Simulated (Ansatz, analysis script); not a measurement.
# Stoner picture of a free-standing square Re monolayer, spacing 2.904 Å

Is a free-standing square Re monolayer, spacing 2.904 Å magnetic, nearly magnetic or plainly paramagnetic? E(M) and M(B) tell.

Main program and level: Ansatz 0.2.0; LDA, PAW set soft_1 (files made for PBE).

## (1) The structure

The cell holds 1 atom: 1 Re. Its edges and angles: a = 2.904 Å, b = 2.904 Å, c = 14.000 Å, α = 90.0°, β = 90.0°, γ = 90.0°. An idealised lattice of chosen spacing, in vacuum. Vacuum lies along c.

## (2) The collinear state

First a free collinear run, to see which state the typed moments lead to.

Input file input.yaml:

```yaml
crystal:
  lattice:
    - [2.904, 0.0, 0.0]
    - [0.0, 2.904, 0.0]
    - [0.0, 0.0, 14.0]
  atoms:
    - { symbol: Re, position: [0.0, 0.0, 0.5], spin: 1.0 }
magnetization:
  spin_polarized: true
kpoints:
  mp_grid: { grid: [8, 8, 1] }
hamiltonian:
  xc: lda
  pseudopotentials: { kind: paw, azcp: { folder: soft_1 }, xc_functional: pbe }
scf:
  occupations: { method: fermi_dirac, width: 0.1 }
  max_iter: 120
  convergence: { dr2_threshold: 1.0e-08 }
  lower_state_search: "off"
output:
  write_density: true
  write_potential: true
  elf: true
  volumetric_format: npy
```

Started as:

```sh
$ ansatz run input.yaml --threads 2 --pin off --max-ram 5120MiB --backend cpu --events-out ev --progress --plain --runs-dir out
```

Numbers of over 12 decimals in the logs are rounded to 6 here.

The program printed:

```text
Engine: ansatz 0.2.0, aarch64-unknown-linux-gnu
Pseudopotentials: kind: paw
Pseudopotential: Re, paw, valence charge 15, recommended cutoff 420 eV (normal), soft_1/Re.paw.azcp
Functional definition: SPW92
  exchange = slater_x
  correlation = pw_c
Crystal: 1 atoms, lattice volume = 118.065 Å³
Basis set: ecut = 420 eV, 2291 PW (Γ)
Bands: 12, of which v1, the nominal top of the filled ones, is band 8 counted from 1 (7 counted from 0)
Symmetry: 16 space group operations
Space group: P4/mmm (ITA 123), of the structure as read, at distance tolerance 4.9e-5 Å
Magnetic group: BNS 123.339 (UNI 999), of the structure as read, at distance tolerance 4.9e-5 Å
k-points: 15 of 64
Non-local potential: Re, projectors of the file, l = 0: 3, l = 1: 2, l = 2: 2, l = 3: 1
PAW form: soft (Blöchl's): semilocal exchange-correlation on the pseudo side does not see the compensation charge
PAW frozen core: Re, regenerated for the run's functional, and the local potential with it (the file was generated under x = pbe(κ = 0.804, μ = 0.219515), c = pbe(β = 0.066725))
PAW one-centre angular grid: Re, 590 points (default); XC on 64 Gauss nodes
Initial density: superposition of atomic densities (neutral atoms: chi_scale 0, normalization atom)
Starting moments: Σ|m| = 1 μB on 1 of 1 site
Initial wavefunctions: pseudopotential atomic-orbital guess
Functional: x = slater, c = lda
iter 1 solved again at ethr=2.94e-3 eV; its pass at ethr=3.10e-3 eV (dr2=4.41e-1 eV) is discarded
SCF iter   1: F=—  HF=-10603.164315 eV  |F-HF|=—  |Δ(HF+E_count)|=         —  Δρ=1.70e-2 (↑1.70e-2 ↓1.45e-2)  dr2=4.46e-1  dr2_m=1.80e-1  M=0.667 μB ∫|m|=0.667 μB  β_m=0.30  ethr=2.94e-3  ⟨swp⟩=1.0  Hψ=2720  notcnv=0
preconditioner: auto → LDOS  [metal: Δε(μ)=0.038 eV  Ē_g=4.996 eV  σ=0.100 eV  W_gap=0.09  n_scr=8 (ndim 8)  ℏωp=9.0 eV  f_vac=0.661  D(μ)=2.61/eV (n_scr^D=8)]
spin=Collinear: LDOS preconditioning applied to the charge; magnetization (m = ρ↑ − ρ↓) channel mixes plain (no charge-response kernel on spin).
SCF iter   2: F=—  HF=-10603.104910 eV  |F-HF|=—  |Δ(HF+E_count)|=   5.94e-2  Δρ=1.24e-2 (↑1.24e-2 ↓1.02e-2)  dr2=1.95e-1  dr2_m=9.70e-2  M=0.658 μB ∫|m|=0.658 μB  β_m=0.30  ethr=2.94e-3  ⟨swp⟩=1.0  Hψ=360  notcnv=0
SCF iter   3: F=—  HF=-10603.064582 eV  |F-HF|=—  |Δ(HF+E_count)|=   4.03e-2  Δρ=7.71e-3 (↑7.71e-3 ↓6.96e-3)  dr2=1.09e-2  dr2_m=5.34e-2  M=0.654 μB ∫|m|=0.655 μB  β_m=0.30  ethr=1.30e-3  ⟨swp⟩=2.6  Hψ=659  notcnv=0
SCF iter   4: F=—  HF=-10603.074128 eV  |F-HF|=—  |Δ(HF+E_count)|=   9.55e-3  Δρ=5.18e-3 (↑5.12e-3 ↓5.18e-3)  dr2=1.70e-3  dr2_m=2.80e-2  M=0.669 μB ∫|m|=0.670 μB  β_m=1.00  ethr=7.23e-5  ⟨swp⟩=1.4  Hψ=588  notcnv=0
SCF iter   5: F=—  HF=-10603.088909 eV  |F-HF|=—  |Δ(HF+E_count)|=   1.48e-2  Δρ=1.53e-3 (↑1.53e-3 ↓1.53e-3)  dr2=3.33e-4  dr2_m=2.39e-3  M=0.730 μB ∫|m|=0.731 μB  β_m=1.00  ethr=1.13e-5  ⟨swp⟩=2.4  Hψ=618  notcnv=0
SCF iter   6: F=—  HF=-10603.092949 eV  |F-HF|=—  |Δ(HF+E_count)|=   4.04e-3  Δρ=1.37e-3 (↑1.37e-3 ↓1.31e-3)  dr2=9.72e-5  dr2_m=1.92e-3  M=0.803 μB ∫|m|=0.805 μB  β_m=1.00  ethr=2.22e-6  ⟨swp⟩=2.0  Hψ=634  notcnv=0
SCF iter   7: F=—  HF=-10603.095843 eV  |F-HF|=—  |Δ(HF+E_count)|=   2.89e-3  Δρ=1.23e-3 (↑1.23e-3 ↓1.10e-3)  dr2=7.76e-5  dr2_m=1.47e-3  M=0.871 μB ∫|m|=0.872 μB  β_m=1.00  ethr=6.48e-7  ⟨swp⟩=2.5  Hψ=616  notcnv=0
SCF iter   8: F=—  HF=-10603.098018 eV  |F-HF|=—  |Δ(HF+E_count)|=   2.17e-3  Δρ=1.04e-3 (↑1.04e-3 ↓9.16e-4)  dr2=8.40e-5  dr2_m=1.03e-3  M=0.928 μB ∫|m|=0.929 μB  β_m=1.00  ethr=5.17e-7  ⟨swp⟩=2.3  Hψ=628  notcnv=0
SCF iter   9: F=—  HF=-10603.099571 eV  |F-HF|=—  |Δ(HF+E_count)|=   1.55e-3  Δρ=7.74e-4 (↑7.74e-4 ↓7.57e-4)  dr2=3.05e-5  dr2_m=6.23e-4  M=0.973 μB ∫|m|=0.974 μB  β_m=1.00  ethr=5.17e-7  ⟨swp⟩=2.5  Hψ=665  notcnv=0
[...]
Mixer restart at iter 12: flushing history
spin-set hold released at iteration 12 (site moments contracting): the magnetisation degrees of freedom join the quasi-Newton model from the next iteration; the mixer history was flushed
SCF iter  13: F=—  HF=-10603.102010 eV  |F-HF|=—  |Δ(HF+E_count)|=   1.92e-4  Δρ=3.67e-4 (↑3.67e-4 ↓2.89e-4)  dr2=7.82e-5  dr2_m=1.10e-4  M=1.060 μB ∫|m|=1.061 μB  β_m=0.56  ethr=2.03e-7  ⟨swp⟩=2.0  Hψ=485  notcnv=0
SCF iter  14: F=—  HF=-10603.102359 eV  |F-HF|=—  |Δ(HF+E_count)|=   3.49e-4  Δρ=2.21e-4 (↑2.21e-4 ↓1.90e-4)  dr2=1.39e-5  dr2_m=4.51e-5  M=1.080 μB ∫|m|=1.082 μB  β_m=0.82  ethr=2.03e-7  ⟨swp⟩=2.0  Hψ=547  notcnv=0
SCF iter  15: F=—  HF=-10603.102448 eV  |F-HF|=—  |Δ(HF+E_count)|=   8.89e-5  Δρ=6.74e-5 (↑6.74e-5 ↓4.95e-5)  dr2=3.01e-6  dr2_m=2.90e-6  M=1.097 μB ∫|m|=1.098 μB  β_m=0.82  ethr=9.30e-8  ⟨swp⟩=2.5  Hψ=657  notcnv=0
SCF iter  16: F=—  HF=-10603.102456 eV  |F-HF|=—  |Δ(HF+E_count)|=   7.76e-6  Δρ=6.34e-6 (↑3.39e-6 ↓6.34e-6)  dr2=2.23e-8  dr2_m=2.17e-8  M=1.101 μB ∫|m|=1.103 μB  β_m=0.91  ethr=2.01e-8  ⟨swp⟩=2.1  Hψ=547  notcnv=0
iter 17 did not close the SCF: its close was put off for the exchange–correlation potential of the local minority spin (scf_convergence_deferred on its scf_iter line)
SCF iter  17: F=-10603.102456 eV  HF=-10603.102456 eV  |F-HF|=7.09e-9  |Δ(HF+E_count)|=   1.35e-7  Δρ=1.88e-6 (↑1.44e-6 ↓1.88e-6)  dr2=7.75e-9  dr2_m=2.49e-9  M=1.102 μB ∫|m|=1.103 μB  β_m=0.96  ethr=6.67e-11  ⟨swp⟩=5.2  Hψ=1385  notcnv=0
iter 18 met the thresholds in force, and the SCF goes on: an eigenvalue changes by 1.09 meV, over its tolerance of 1.00 meV (output.eigenvalues, Limitations)
SCF iter  18: F=-10603.102456 eV  HF=-10603.102456 eV  |F-HF|=3.46e-11  |Δ(HF+E_count)|=   1.58e-8  Δρ=2.22e-7 (↑2.22e-7 ↓1.89e-7)  dr2=1.52e-10  dr2_m=1.70e-11  M=1.102 μB ∫|m|=1.103 μB  β_m=0.95  ethr=5.17e-11  ⟨swp⟩=1.5  Hψ=1147  notcnv=0
SCF iter  19: F=-10603.102456 eV  HF=-10603.102456 eV  |F-HF|=1.82e-12  |Δ(HF+E_count)|=  4.37e-11  Δρ=6.44e-8 (↑6.44e-8 ↓5.75e-8)  dr2=9.20e-12  dr2_m=1.64e-12  M=1.102 μB ∫|m|=1.103 μB  ethr=1.01e-12  ⟨swp⟩=1.0  Hψ=1105  notcnv=0
SCF 1 converged in 19 iterations: F = -10603.102456 eV  dr2 = 9.20e-12
  greatest PAW one-centre occupation: 0.999 electrons in one spin orbital (limit 2), on the Re atom at site 0 (counted from 0), in its partial waves of l = 0
SCF converged after 19 iterations
an eigenvalue changed by more than its tolerance at an iteration that met the thresholds in force, so the SCF went on 1 time: the last check found none over its tolerance
Magnetization: 1.1019 μB (8.0509 up, 6.9491 down)
Absolute magnetization: 1.1035 μB (∫|ρ↑−ρ↓|, with the PAW one-centre terms)
Spin contamination: 0.0072 ħ² per cell (⟨S²⟩ above its minimum at these occupations)
Per-site moments (μB) at R_I (Å): [(0.824007, 1.1979)]
Free energy (F): -10603.102456 eV
Harris-Foulkes:  -10603.102456 eV  (|F-HF|=1.82e-12)
Internal energy: -10603.039321 eV  (E = F + TS)
E sigma→0 (E₀):  -10603.070889 eV
Entropy (-TS):   -0.063134 eV (-63.134 meV/atom)
Fermi energy:    -1.843196 eV
--- Per-component energies (eV) ---
  E_band       = -447.698568
  E_kinetic    = 509.280777
  E_local      = -5490.984939  (includes V_loc(G=0)·N_el)
  E_nonlocal   = 89.664081
  E_hartree    = 2440.079462
  E_xc         = -345.306256
  E_vxc        = -279.270542  (∫ρ·V_xc dr)
  E_paw        = -8446.605230  (= ΣΔE_a)
  E_vpaw       = -156.546915  (= ΣTr[D̂ρ^β])
  E_aug_tail   = 0.000058  (compensation charges beyond the density's cutoff)
  E_ewald      = 640.513555
  E_core_change = 0.319170  (= ΣΔE_core)
  E_smearing   = -0.063134  (= −TS)
  E_closure    = 0.000000  (closes the sum)
  Σ components = -10603.102456   (vs F -10603.102456, Δ=0.00e0)
--- Band table (eV; the first three rows and the last of 30) ---
  k-point 0 ↑: bands = [... 4 lower, -7.1337, -4.7371, -3.3104, -0.8660, -0.8660, -0.6230, 0.2818, 3.3556]
  k-point 1 ↑: bands = [... 4 lower, -6.7400, -4.4655, -3.1874, -1.8582, -0.8249, -0.0518, 0.3323, 3.6145]
  k-point 2 ↑: bands = [... 4 lower, -5.8590, -3.5615, -2.8765, -2.8199, -0.7603, -0.7238, 1.4533, 4.3867]
  k-point 14 ↓: bands = [... 4 lower, -4.7268, -2.5441, -2.5441, -0.5005, 2.1979, 4.0048, 4.0048, 7.2800]
```

The job ended after 2.4 s (2 threads of Arm Neoverse V2, shared host; peak memory 0.31 GiB).

Spin moment in the atom's sphere by atom:

| atom | spin moment in the atom's sphere (μB) |
| --- | --- |
| Re1 | 0.824 |

The run ends ferromagnetic, with a net moment of 1.10 μB a cell. With one Re atom carrying the moment, parallel order of its images is forced by the cell, not found.

Spin density in the ca plane at fractional y = 0.000, with atoms of Re within 0.2 Å of it.

Ten even steps from '0' (0.00 e/Å³) to '9' (0.49 e/Å³), each cell a mean:
```
0000000000000000257335731000000000000000
0000000000000000122121210000000000000000
0000000000000000000000000000000000000000
0000000000000000000000000000000000000000
0000000000000000000000000000000000000000
0000000000000000011110100000000000000000
0000000000000000134223420000000000000000
0000000000000000269436941000000000000000
```
Columns run along c (14.0 Å), rows up along a (2.9 Å). Atoms in or near the plane, at fractional coordinates: Re at (0.50, 0.00).

Valence density in the ca plane at fractional y = 0.000, with atoms of Re within 0.2 Å of it. It is the smooth field of the valence electrons, not physical close to the nuclei.

Ten steps, logarithmic in the rise over the least value, from '0' (0.0 e/Å³) to '9' (7.0 e/Å³), each cell a mean:
```
0000000000000001258999741000000000000000
0000000000000001246887531000000000000000
0000000000000000124554321000000000000000
0000000000000000123343221000000000000000
0000000000000000123444321000000000000000
0000000000000000135676421000000000000000
0000000000000001247998631000000000000000
0000000000000001258999742000000000000000
```
Columns run along c (14.0 Å), rows up along a (2.9 Å). Atoms in or near the plane, at fractional coordinates: Re at (0.50, 0.00).

ELF in the ca plane at fractional y = 0.000, with atoms of Re within 0.2 Å of it. It is the smooth field of the valence electrons, not physical close to the nuclei.

Values, 5 rows by 16 columns, each cell a mean:
```
0.00 0.00 0.00 0.00 0.01 0.11 0.30 0.59 0.64 0.34 0.16 0.02 0.00 0.00 0.00 0.00
0.00 0.00 0.00 0.00 0.01 0.09 0.29 0.38 0.40 0.31 0.13 0.02 0.00 0.00 0.00 0.00
0.00 0.00 0.00 0.00 0.01 0.08 0.32 0.43 0.42 0.37 0.12 0.01 0.00 0.00 0.00 0.00
0.00 0.00 0.00 0.00 0.01 0.10 0.28 0.43 0.49 0.30 0.14 0.02 0.00 0.00 0.00 0.00
0.00 0.00 0.00 0.00 0.01 0.12 0.32 0.62 0.63 0.37 0.17 0.02 0.00 0.00 0.00 0.00
```
Columns run along c (14.0 Å), rows up along a (2.9 Å). Atoms in or near the plane, at fractional coordinates: Re at (0.50, 0.00).

## (3) Denser mesh

Levels at the Fermi energy are partly filled, so moments and energy differences can hang on the k-mesh, and the state is solved again on a denser one.

input.yaml, the sections that differ from step 2:

```yaml
crystal:
  lattice:
    - [2.904, 0.0, 0.0]
    - [0.0, 2.904, 0.0]
    - [0.0, 0.0, 14.0]
  atoms:
    - { symbol: Re, position: [0.0, 0.0, 0.5], spin: 0.82 }
kpoints:
  mp_grid: { grid: [19, 19, 1] }
basis:
  ecutwfc: 420.0
checkpoint:
  read: start
  write: ck
  compress: false
  write_wavefunctions: false
  write_every: 100000
# magnetization, hamiltonian, scf: as in step 2
# output: removed
```

The program printed:

```text
[...]
SCF converged after 8 iterations
Magnetization: 0.9715 μB (7.9857 up, 7.0143 down)
Absolute magnetization: 0.9719 μB (∫|ρ↑−ρ↓|, with the PAW one-centre terms)
[...]
Per-site moments (μB) at R_I (Å): [(0.728853, 1.1979)]
Free energy (F): -10603.084741 eV
[...]
Internal energy: -10603.009189 eV  (E = F + TS)
E sigma→0 (E₀):  -10603.046965 eV
Entropy (-TS):   -0.075552 eV (-75.552 meV/atom)
Fermi energy:    -1.859392 eV
[...]
```

Elapsed: 2.7 s, on 2 threads; peak memory 0.38 GiB.

Spin moment in the atom's sphere by atom:

| atom | spin moment in the atom's sphere (μB) |
| --- | --- |
| Re1 | 0.729 |

The run ends ferromagnetic, with a net moment of 0.971 μB a cell, against 1.10 μB on the first mesh.

## (4) Without spin

The state without spin is the zero of E(M).

input.yaml, the sections that differ from step 3:

```yaml
crystal:
  lattice:
    - [2.904, 0.0, 0.0]
    - [0.0, 2.904, 0.0]
    - [0.0, 0.0, 14.0]
  atoms:
    - { symbol: Re, position: [0.0, 0.0, 0.5] }
scf:
  occupations: { method: fermi_dirac, width: 0.1 }
  max_iter: 120
  convergence: { dr2_threshold: 1.0e-08 }
# kpoints, hamiltonian, basis: as in step 3
# magnetization: removed
# checkpoint: removed
```

Started as:

```sh
$ ansatz run input.yaml --threads 1 --pin off --max-ram 2560MiB --backend cpu --events-out ev --progress --plain --runs-dir out
```

The program printed:

```text
[...]
Crystal: 1 atoms, lattice volume = 118.065 Å³
Basis set: ecut = 420 eV, 2291 PW (Γ)
Bands: 12, of which v1, the nominal top of the filled ones, is band 8 counted from 1 (7 counted from 0)
Symmetry: 16 space group operations
[...]
k-points: 55 of 361
[...]
SCF iter   8: F=-10603.062721 eV  HF=-10603.062721 eV  |F-HF|=2.27e-9  |Δ(HF+E_count)|=   4.01e-9  Δρ=9.58e-7  dr2=2.90e-9  ethr=6.67e-11  ⟨swp⟩=3.0  Hψ=1450  notcnv=0
SCF 1 converged in 8 iterations: F = -10603.062721 eV  dr2 = 2.90e-9
[...]
SCF converged after 8 iterations
Free energy (F): -10603.062721 eV
[...]
Internal energy: -10602.962719 eV  (E = F + TS)
E sigma→0 (E₀):  -10603.012720 eV
Entropy (-TS):   -0.100003 eV (-100.003 meV/atom)
Fermi energy:    -1.964709 eV
[...]
```

Wall time 2.6 s (1 thread); peak memory 0.35 GiB.

The free collinear run lies 22.0 meV below it.

## (5) Without spin, levels printed

input.yaml: that of step 4 with these lines changed.

```diff
@@ -18 +18,3 @@
   ecutwfc: 420.0
+output:
+  eigenvalues: true
```

The program printed:

```text
[...]
Crystal: 1 atoms, lattice volume = 118.065 Å³
Basis set: ecut = 420 eV, 2291 PW (Γ)
Bands: 12, of which v1, the nominal top of the filled ones, is band 8 counted from 1 (7 counted from 0)
Symmetry: 16 space group operations
[...]
k-points: 55 of 361
[...]
Fermi energy:    -1.964709 eV
[...]
--- Band table (eV; the first three rows and the last of 55) ---
  k-point 0: bands = [... 4 lower, -7.1717, -4.7873, -2.9410, -0.7231, -0.7231, -0.4935, 0.2719, 3.4108]
  k-point 1: bands = [... 4 lower, -7.0981, -4.7404, -2.9182, -1.0896, -0.7155, -0.1374, 0.2075, 3.4568]
  k-point 2: bands = [... 4 lower, -6.8866, -4.5958, -2.8505, -1.5550, -0.6933, 0.0272, 0.3063, 3.5944]
  k-point 54: bands = [... 4 lower, -4.9990, -2.9760, -2.9631, -1.3053, 1.6169, 3.4420, 3.9530, 7.1355]
[key lines of the parts left out:]
SCF converged after 8 iterations
Free energy (F): -10603.062721 eV
```

Elapsed: 2.9 s, on 1 thread; peak memory 0.35 GiB.

## (6) Total moment fixed at 0.136 μB

Two Fermi levels, one a spin, hold the total moment exactly, which reaches states that a free run would leave.

input.yaml, the sections that differ from step 5:

```yaml
crystal:
  lattice:
    - [2.904, 0.0, 0.0]
    - [0.0, 2.904, 0.0]
    - [0.0, 0.0, 14.0]
  atoms:
    - { symbol: Re, position: [0.0, 0.0, 0.5], spin: 0.136 }
magnetization:
  spin_polarized: true
  initial_magnetization: 0.136
  spin_locking: { lock_magnetization: hard }
scf:
  occupations: { method: fermi_dirac, width: 0.1 }
  max_iter: 120
  convergence: { dr2_threshold: 1.0e-08 }
  lower_state_search: "off"
# kpoints, hamiltonian, basis: as in step 5
# output: removed
```

The program printed:

```text
[...]
Crystal: 1 atoms, lattice volume = 118.065 Å³
Basis set: ecut = 420 eV, 2291 PW (Γ)
Bands: 12, of which v1, the nominal top of the filled ones, is band 8 counted from 1 (7 counted from 0)
Symmetry: 16 space group operations
[...]
k-points: 55 of 361
[...]
Starting moments: Σ|m| = 0.136 μB on 1 of 1 site
[...]
SCF iter   9: F=-10603.063767 eV  HF=-10603.063767 eV  |F-HF|=2.18e-11  |Δ(HF+E_count)|=   4.69e-9  Δρ=2.33e-7 (↑1.60e-7 ↓2.33e-7)  dr2=8.32e-11  dr2_m=1.33e-11  M=0.136 μB ∫|m|=0.137 μB  ethr=3.70e-11  ⟨swp⟩=1.0  Hψ=3829  notcnv=0
SCF 1 converged in 9 iterations: F = -10603.063767 eV  dr2 = 8.32e-11
[...]
SCF converged after 9 iterations
Stability checked in part: among states of this total moment the steps that led to this state did not find it unstable. No probe was made; neither looks for a lower state of another moment (fixed_total_moment; see scf.lower_state_search)
Magnetization: 0.1360 μB (7.5680 up, 7.4320 down)
Absolute magnetization: 0.1372 μB (∫|ρ↑−ρ↓|, with the PAW one-centre terms)
[...]
Per-site moments (μB) at R_I (Å): [(0.101959, 1.1979)]
Free energy (F): -10603.063767 eV
[...]
Internal energy: -10602.964925 eV  (E = F + TS)
E sigma→0 (E₀):  -10603.014346 eV
Entropy (-TS):   -0.098842 eV (-98.842 meV/atom)
Fermi energy:    -1.962109 (↑ -1.977212, ↓ -1.947006) eV
[...]
```

The job ended after 5.8 s (1 thread; peak memory 0.38 GiB).

The energy is -1.05 meV from the state without spin, and the largest site carries 0.102 μB.

## (7) Total moment fixed at 0.273 μB

input.yaml, the sections that differ from step 6:

```yaml
crystal:
  lattice:
    - [2.904, 0.0, 0.0]
    - [0.0, 2.904, 0.0]
    - [0.0, 0.0, 14.0]
  atoms:
    - { symbol: Re, position: [0.0, 0.0, 0.5], spin: 0.273 }
magnetization:
  spin_polarized: true
  initial_magnetization: 0.273
  spin_locking: { lock_magnetization: hard }
# kpoints, hamiltonian, scf, basis: as in step 6
```

The program printed:

```text
[...]
Crystal: 1 atoms, lattice volume = 118.065 Å³
Basis set: ecut = 420 eV, 2291 PW (Γ)
Bands: 12, of which v1, the nominal top of the filled ones, is band 8 counted from 1 (7 counted from 0)
Symmetry: 16 space group operations
[...]
k-points: 55 of 361
[...]
Starting moments: Σ|m| = 0.273 μB on 1 of 1 site
[...]
SCF iter  10: F=-10603.066715 eV  HF=-10603.066715 eV  |F-HF|=0.00e0  |Δ(HF+E_count)|=  1.93e-10  Δρ=2.75e-8 (↑2.25e-8 ↓2.75e-8)  dr2=4.24e-12  dr2_m=1.39e-13  M=0.273 μB ∫|m|=0.275 μB  ethr=1.18e-12  ⟨swp⟩=1.0  Hψ=3797  notcnv=0
SCF 1 converged in 10 iterations: F = -10603.066715 eV  dr2 = 4.24e-12
[...]
SCF converged after 10 iterations
[...]
Magnetization: 0.2730 μB (7.6365 up, 7.3635 down)
Absolute magnetization: 0.2749 μB (∫|ρ↑−ρ↓|, with the PAW one-centre terms)
[...]
Per-site moments (μB) at R_I (Å): [(0.204691, 1.1979)]
Free energy (F): -10603.066715 eV
[...]
Internal energy: -10602.971021 eV  (E = F + TS)
E sigma→0 (E₀):  -10603.018868 eV
Entropy (-TS):   -0.095693 eV (-95.693 meV/atom)
Fermi energy:    -1.954869 (↑ -1.982049, ↓ -1.927688) eV
[...]
```

The job ended after 6.8 s (1 thread; peak memory 0.39 GiB).

The energy is -3.99 meV from the state without spin, and the largest site carries 0.205 μB.

## (8) Total moment fixed at 0.955 μB

input.yaml, the sections that differ from step 7:

```yaml
crystal:
  lattice:
    - [2.904, 0.0, 0.0]
    - [0.0, 2.904, 0.0]
    - [0.0, 0.0, 14.0]
  atoms:
    - { symbol: Re, position: [0.0, 0.0, 0.5], spin: 0.955 }
magnetization:
  spin_polarized: true
  initial_magnetization: 0.955
  spin_locking: { lock_magnetization: hard }
# kpoints, hamiltonian, scf, basis: as in step 7
```

The program printed:

```text
[...]
Crystal: 1 atoms, lattice volume = 118.065 Å³
Basis set: ecut = 420 eV, 2291 PW (Γ)
Bands: 12, of which v1, the nominal top of the filled ones, is band 8 counted from 1 (7 counted from 0)
Symmetry: 16 space group operations
[...]
k-points: 55 of 361
[...]
Starting moments: Σ|m| = 0.955 μB on 1 of 1 site
[...]
SCF iter  10: F=-10603.084722 eV  HF=-10603.084722 eV  |F-HF|=9.09e-12  |Δ(HF+E_count)|=  1.56e-10  Δρ=6.93e-8 (↑6.93e-8 ↓5.19e-8)  dr2=1.09e-11  dr2_m=1.47e-12  M=0.955 μB ∫|m|=0.955 μB  ethr=1.00e-12  ⟨swp⟩=1.0  Hψ=4315  notcnv=0
SCF 1 converged in 10 iterations: F = -10603.084722 eV  dr2 = 1.09e-11
[...]
SCF converged after 10 iterations
[...]
Magnetization: 0.9550 μB (7.9775 up, 7.0225 down)
Absolute magnetization: 0.9555 μB (∫|ρ↑−ρ↓|, with the PAW one-centre terms)
[...]
Per-site moments (μB) at R_I (Å): [(0.716527, 1.1979)]
Free energy (F): -10603.084722 eV
[...]
Internal energy: -10603.008768 eV  (E = F + TS)
E sigma→0 (E₀):  -10603.046745 eV
Entropy (-TS):   -0.075954 eV (-75.954 meV/atom)
Fermi energy:    -1.862707 (↑ -1.864954, ↓ -1.860461) eV
[...]
```

The job ended after 6.1 s (1 thread; peak memory 0.39 GiB).

The energy is -22.0 meV from the state without spin, and the largest site carries 0.717 μB.

(Part 1 of 2 ends here.)

[Logs and program files are shortened in this print: banners, set-up blocks, solver, clock and traceback lines can be left out without a mark of their own.]

[Logs are printed without paths, hosts, clocks, repeated set-up lines and the standing remarks that a program may print on its own settings, such as how far it seeks lower states.]

[Hosts, paths, dates, database ids (printed as entryN), source tags and the programs' standing remarks are cut or masked in the printed files.]
